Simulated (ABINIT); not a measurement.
**A GW chain in ABINIT: ZnSe (Stilleite)**

Wanted: ground state, empty states, screening and self-energy for ZnSe (Stilleite).

Program: ABINIT 10.8.3. Level of theory: LDA and many-body steps on it, plane waves. Values are calculated unless marked as measured.

**What was measured.**

- Gap 2.695 ± 0.003 eV: excitonic gap from free-exciton PL, not corrected for exciton binding; photoluminescence; 300 K; bulk crystal (Bridgman-grown crystal, polished and etched) (“Alloy Disordering Effects on the Thermal Conductivity and Energy Gap Temperature Dependence of Cd1−xZnxSe Ternary Crystals Grown by the Bridgman Method”, 2023, pmc:10253836).

**1. Set-up**

The structure is cubic, space group F-43m (No. 216). Conventional cell: a = 5.668 Å, b = 5.668 Å, c = 5.668 Å, α = 90.00°, β = 90.00°, γ = 90.00°. Nearest to Zn lie 4 Se at 2.45 Å. Nearest to Se lie 4 Zn at 2.45 Å. Farther neighbours, and contacts between anions beyond the nearest, are not listed.

Structure file:

```cif
data_structure
_symmetry_space_group_name_H-M 'P 1'
_symmetry_Int_Tables_number 1
_cell_length_a 4.0076
_cell_length_b 4.0076
_cell_length_c 4.0076
_cell_angle_alpha 60.000
_cell_angle_beta 60.000
_cell_angle_gamma 60.000
_cell_volume 45.51
loop_
_atom_site_label
_atom_site_type_symbol
_atom_site_fract_x
_atom_site_fract_y
_atom_site_fract_z
_atom_site_occupancy
Zn1 Zn 0.00000 0.00000 0.00000 1
Se2 Se 0.25000 0.25000 0.25000 1
```

The cell and positions come from the Crystallography Open Database and are kept as given unless a step says otherwise.

**2. Ground state**

This step: ABINIT 10.8.3; DFT, LDA, plane waves, norm-conserving pseudopotentials.

The ground-state density comes first.

Input file run.abi:

```
acell 3*1.0 Angstrom
rprim 
  -0.000000000000 2.833800000000 2.833800000000
  2.833800000000 -0.000000000000 2.833800000000
  2.833800000000 2.833800000000 0.000000000000
ntypat 2
znucl 30 34
natom 2
typat 1 2
xred 
  0.000000000000 0.000000000000 0.000000000000
  0.250000000000 0.250000000000 0.250000000000
pp_dirpath "pseudos"
pseudos "Zn.upf, Se.upf"
ecut 48
ngkpt 6 6 6
nshiftk 1
shiftk 0 0 0
kptopt 1
chksymbreak 0
nband 27
occopt 1
tolvrs 1e-10
nstep 60
prtwf 0
indata_prefix "in"
outdata_prefix "out"
tmpdata_prefix "tmp"
```

Run with:

```console
$ OMP_NUM_THREADS=1 mpirun -n 4 abinit run.abi > log
```

The program printed:

```text
.Version 10.8.3 of ABINIT. v10.8.2 released Aug 2026.

 Symmetries : space group F-4 3 m (#216); Bravais cF (face-center cubic)
================================================================================
 Values of the parameters that define the memory need of the present run
     intxc =       0    ionmov =       0      iscf =       7    lmnmax =       6
     lnmax =       6     mgfft =      48  mpssoang =       3    mqgrid =    3001
     natom =       2  nloc_mem =       1    nspden =       1   nspinor =       1
    nsppol =       1      nsym =      24    n1xccc =    2501    ntypat =       2
    occopt =       1   xclevel =       1
-    mband =          27        mffmem =           1         mkmem =           4
       mpw =        4897          nfft =      110592          nkpt =          16
================================================================================
  Rough estimation (10% accuracy) of disk space for files :
================================================================================

--------------------------------------------------------------------------------
------------- Echo of variables that govern the present computation ------------
--------------------------------------------------------------------------------
 -outvars: echo values of preprocessed input variables --------
            acell      1.8897261259E+00  1.8897261259E+00  1.8897261259E+00 Bohr

      chksymbreak           0
             ecut      4.80000000E+01 Hartree
-          fftalg         312

              ixc       -1012
              kpt      0.00000000E+00  0.00000000E+00  0.00000000E+00
                       1.66666667E-01  0.00000000E+00  0.00000000E+00
                       3.33333333E-01  0.00000000E+00  0.00000000E+00
                       5.00000000E-01  0.00000000E+00  0.00000000E+00
                       1.66666667E-01  1.66666667E-01  0.00000000E+00
                       3.33333333E-01  1.66666667E-01  0.00000000E+00
                       5.00000000E-01  1.66666667E-01  0.00000000E+00
                      -3.33333333E-01  1.66666667E-01  0.00000000E+00
                      -1.66666667E-01  1.66666667E-01  0.00000000E+00
   [... 5 further rows ...]
                      -3.33333333E-01  3.33333333E-01  1.66666667E-01
                      -3.33333333E-01  5.00000000E-01  1.66666667E-01
         kptrlatt        6    0    0      0    6    0      0    0    6
          kptrlen      4.54395803E+01
P           mkmem           4
            natom           2
            nband          27
            ngfft          48      48      48
             nkpt          16
            nstep          60
             nsym          24
           ntypat           2
              occ      2.000000  2.000000  2.000000  2.000000  2.000000  2.000000
                       2.000000  2.000000  2.000000  2.000000  2.000000  2.000000
                       2.000000  2.000000  2.000000  2.000000  2.000000  2.000000
                       2.000000  2.000000  2.000000  2.000000  0.000000  0.000000
[...]
prtwf           0
            rprim     -0.0000000000E+00  2.8338000000E+00  2.8338000000E+00
[...]
spgroup         216

           tolvrs      1.00000000E-10

             xred      0.0000000000E+00  0.0000000000E+00  0.0000000000E+00
[...]
znucl       30.00000   34.00000

================================================================================

 chkinp: Checking input parameters for consistency.

================================================================================
== DATASET  1 ==================================================================
-   mpi_nproc: 4, omp_nthreads: 1 (-1 if OMP is not activated)

--- !DatasetInfo
iteration_state: {dtset: 1, }
dimensions: {natom: 2, nkpt: 16, mband: 27, nsppol: 1, nspinor: 1, nspden: 1, mpw: 4897, }
cutoff_energies: {ecut:  48.0, pawecutdg:  -1.0, }
electrons: {nelect:   4.40000000E+01, charge:   0.00000000E+00, occopt:   1.00000000E+00, tsmear:   1.00000000E-02, }

 Real(R)+Recip(G) space primitive vectors, cartesian coordinates (Bohr,Bohr^-1):
 R(1)=  0.0000000  5.3551059  5.3551059  G(1)= -0.0933688  0.0933688  0.0933688
 R(2)=  5.3551059  0.0000000  5.3551059  G(2)=  0.0933688 -0.0933688  0.0933688
 R(3)=  5.3551059  5.3551059  0.0000000  G(3)=  0.0933688  0.0933688 -0.0933688
 Unit cell volume ucvol=  3.0713845E+02 bohr^3
 Angles (23,13,12)=  6.00000000E+01  6.00000000E+01  6.00000000E+01 degrees

 getcut: wavevector=  0.0000  0.0000  0.0000  ngfft=  48  48  48
         ecut(hartree)=     48.000   => boxcut(ratio)=   2.03223

--- Pseudopotential description ------------------------------------------------
- Zn Generated using ONCVPSP code by D. R. Hamann
- 30.00000  20.00000  180309                  znucl, zion, pspdat
12 -1012 2 -1 1296                            pspcod,pspxc,lmax,lloc,mmax
     nproj     2     2     2
  pspatm : epsatm=   26.73031766
         --- l  ekb(1:nproj) -->
[...]
pspatm: atomic psp has been read  and splines computed

- Se Generated using ONCVPSP code by D. R. Hamann
- 34.00000  24.00000  180309                  znucl, zion, pspdat
12 -1012 2 -1 1198                            pspcod,pspxc,lmax,lloc,mmax
     nproj     2     2     2
  pspatm : epsatm=   25.89836092
         --- l  ekb(1:nproj) -->
[...]
pspatm: atomic psp has been read  and splines computed

   2.31566186E+03                                ecore*ucvol(ha*bohr**3)
--------------------------------------------------------------------------------

_setup2: Arith. and geom. avg. npw (full set) are    4879.338    4879.326

================================================================================

--- !BeginCycle
iteration_state: {dtset: 1, }
solver: {iscf: 7, nstep: 60, nline: 4, wfoptalg: 0, }
tolerances: {tolvrs: 1.00E-10, }

     iter   Etot(hartree)      deltaE(h)  residm     vres2
 ETOT  1  -548.13932303559    -5.481E+02 8.793E-01 4.461E+03
 ETOT  2  -549.51355436248    -1.374E+00 4.090E-02 7.555E+03
 ETOT  3  -550.33840863844    -8.249E-01 8.604E-03 9.996E+02
 ETOT  4  -550.40301611023    -6.461E-02 1.614E-02 4.102E+02
 ETOT  5  -550.44073001420    -3.771E-02 1.058E-03 7.005E+01
 ETOT  6  -550.44859076216    -7.861E-03 1.663E-03 2.110E-01
 ETOT  7  -550.44857908346     1.168E-05 7.629E-04 2.831E-01
 ETOT  8  -550.44858902821    -9.945E-06 4.704E-04 2.111E-01
 ETOT  9  -550.44861534944    -2.632E-05 1.768E-04 4.316E-04
 ETOT 10  -550.44861541411    -6.466E-08 6.572E-05 2.204E-06
 ETOT 11  -550.44861541441    -3.060E-10 2.589E-05 2.508E-08
 ETOT 12  -550.44861541441     2.501E-12 1.332E-05 7.536E-09
 ETOT 13  -550.44861541438     3.058E-11 5.807E-06 4.117E-12

 At SCF step   13       vres2   =  4.12E-12 < tolvrs=  1.00E-10 =>converged.

 Cartesian components of stress tensor (hartree/bohr^3)
  sigma(1 1)=  1.56530721E-04  sigma(3 2)=  0.00000000E+00
  sigma(2 2)=  1.56530721E-04  sigma(3 1)=  0.00000000E+00
  sigma(3 3)=  1.56530721E-04  sigma(2 1)=  0.00000000E+00

--- !ResultsGS
iteration_state: {dtset: 1, }
comment   : Summary of ground state results
lattice_vectors:
- [ -0.0000000,   5.3551059,   5.3551059, ]
- [  5.3551059,  -0.0000000,   5.3551059, ]
- [  5.3551059,   5.3551059,   0.0000000, ]
lattice_lengths: [   7.57326,    7.57326,    7.57326, ]
lattice_angles: [ 60.000,  60.000,  60.000, ] # degrees, (23, 13, 12)
lattice_volume:   3.0713845E+02
convergence: {deltae:  3.058E-11, res2:  4.117E-12, residm:  5.807E-06, diffor: null, }
etotal    :  -5.50448615E+02
entropy   :   0.00000000E+00
fermie    :   1.39712178E-01
cartesian_stress_tensor: # hartree/bohr^3
- [  1.56530721E-04,   0.00000000E+00,   0.00000000E+00, ]
- [  0.00000000E+00,   1.56530721E-04,   0.00000000E+00, ]
- [  0.00000000E+00,   0.00000000E+00,   1.56530721E-04, ]
pressure_GPa:  -4.6053E+00
xred      :
- [  0.0000E+00,   0.0000E+00,   0.0000E+00, Zn]
- [  2.5000E-01,   2.5000E-01,   2.5000E-01, Se]
cartesian_forces: # hartree/bohr
- [  4.91033493E-31,  -2.94620096E-31,   9.82066985E-32, ]
- [ -4.91033493E-31,   2.94620096E-31,  -9.82066985E-32, ]
force_length_stats: {min:   5.80998664E-31, max:   5.80998664E-31, mean:   5.80998664E-31, }

 Integrated electronic density in atomic spheres:
 ------------------------------------------------
 Atom  Sphere_radius  Integrated_density
    1        2.00000         18.12110404
    2        2.00000         21.26224152
================================================================================

 ----iterations are completed or convergence reached----

 Mean square residual over all n,k,spin=   13.442E-09; max=  58.066E-07
 reduced coordinates (array xred) for    2 atoms
       0.000000      0.000000      0.000000
       0.250000      0.250000      0.250000
 rms dE/dt=  2.8483E-30; max dE/dt=  6.3109E-30; dE/dt below (all hartree)
    1       0.000000      0.000000      0.000000
    2      -0.000000      0.000000      0.000000

 cartesian coordinates (angstrom) at end:
    1      0.000000     0.000000     0.000000
    2      1.416900     1.416900     1.416900

 cartesian forces (hartree/bohr) at end:
    1      0.000000    -0.000000     0.000000
    2     -0.000000     0.000000    -0.000000
 frms,max,avg= 3.3543973E-31 4.9103349E-31   0.000E+00  0.000E+00  0.000E+00 h/b

 cartesian forces (eV/Angstrom) at end:
    1      0.000000    -0.000000     0.000000
    2     -0.000000     0.000000    -0.000000
 frms,max,avg= 1.7249005E-29 2.5249957E-29   0.000E+00  0.000E+00  0.000E+00 e/A
 length scales=  1.889726  1.889726  1.889726 bohr
              =  1.000000  1.000000  1.000000 angstroms
 prteigrs : about to open file out_EIG
 Fermi (or HOMO) energy (hartree) =   0.13971   Average Vxc (hartree)=  -0.37927
 Eigenvalues (hartree) for nkpt=  16  k points:
 kpt#   1, nband= 27, wtk=  0.00463, kpt=  0.0000  0.0000  0.0000 (reduced coord)
  -7.44107   -5.23747   -5.23747   -5.23747   -4.43483   -2.76711   -2.76711   -2.76711
  -1.58857   -1.58857   -1.58857   -1.58840   -1.58840   -0.34985   -0.10483   -0.10483
  -0.10483   -0.09159   -0.09159    0.13971    0.13971    0.13971    0.17747    0.34982
   0.34982    0.34982    0.49385
 prteigrs : prtvol=0 or 1, do not print more k-points.

--- !EnergyTerms
iteration_state     : {dtset: 1, }
comment             : Components of total free energy in Hartree
kinetic             :  2.381485E+02
hartree             :  2.287925E+02
xc                  : -5.448261E+01
Ewald energy        : -2.448450E+02
psp_core            :  7.539472E+00
local_psp           : -5.893141E+02
non_local_psp       : -1.362875E+02
total_energy        : -5.504486E+02
total_energy_eV     : -1.497847E+04
band_energy         : -8.898277E+01

 Cartesian components of stress tensor (hartree/bohr^3)
  sigma(1 1)=  1.56530721E-04  sigma(3 2)=  0.00000000E+00
  sigma(2 2)=  1.56530721E-04  sigma(3 1)=  0.00000000E+00
  sigma(3 3)=  1.56530721E-04  sigma(2 1)=  0.00000000E+00

-Cartesian components of stress tensor (GPa)         [Pressure= -4.6053E+00 GPa]
- sigma(1 1)=  4.60529281E+00  sigma(3 2)=  0.00000000E+00
- sigma(2 2)=  4.60529281E+00  sigma(3 1)=  0.00000000E+00
- sigma(3 3)=  4.60529281E+00  sigma(2 1)=  0.00000000E+00

== END DATASET(S) ==============================================================
================================================================================

 -outvars: echo values of variables after computation  --------
           etotal     -5.5044861541E+02
            nband          27
             nkpt          16
          spgroup         216
 [... the other variables as echoed above ...]

 Calculation completed.
```

It took 22 s on 4 MPI ranks of Arm Neoverse V2, shared host; peak memory 0.36 GiB.

This step gave:

```
total energy               : -14978.4699 eV
gap                        : 1.028 eV
k of the valence top       : 0, 0, 0
k of the conduction bottom : 0, 0, 0
least direct gap           : 1.028 eV
pressure                   : -4.605 GPa
```

The gap is direct, at Γ.

The cutoff was set for levels, not for stress, so the pressure can be off by some GPa.

[end of part 1 of 3]

[Long decimals in the printed logs are rounded to 6 places.]

[Logs are printed without paths, hosts, clocks, repeated set-up lines and the standing remarks that a program may print on its own settings, such as how far it seeks lower states.]

[Paths, hosts, dates, memory and timing lines, banners, echoed tables and standing remarks are left out of the program output; an Ansatz launch command may be rebuilt from the run's recorded settings. Measured values are a selection of at most five: reports struck by readers or far from the other reports are left out. None is set beside runs whose start may be inverted or whose files or cutoffs have a known fault.]

[Runs of the session that timed out or met a known fault of the program may be left out.]

[Hosts, paths, dates, database ids (printed as entryN), source tags and the programs' standing remarks are cut or masked in the printed files.]

[G0W0 gaps are taken among the corrected bands and points alone; a level outside them can change the order at an edge.]

[Where Ansatz stands beside ABINIT at settings called matched, ABINIT's density can come from a denser mesh and the files from another edition; pairs whose starting gaps differed by over 0.03 eV were left out, so agreement reads better than it is.]
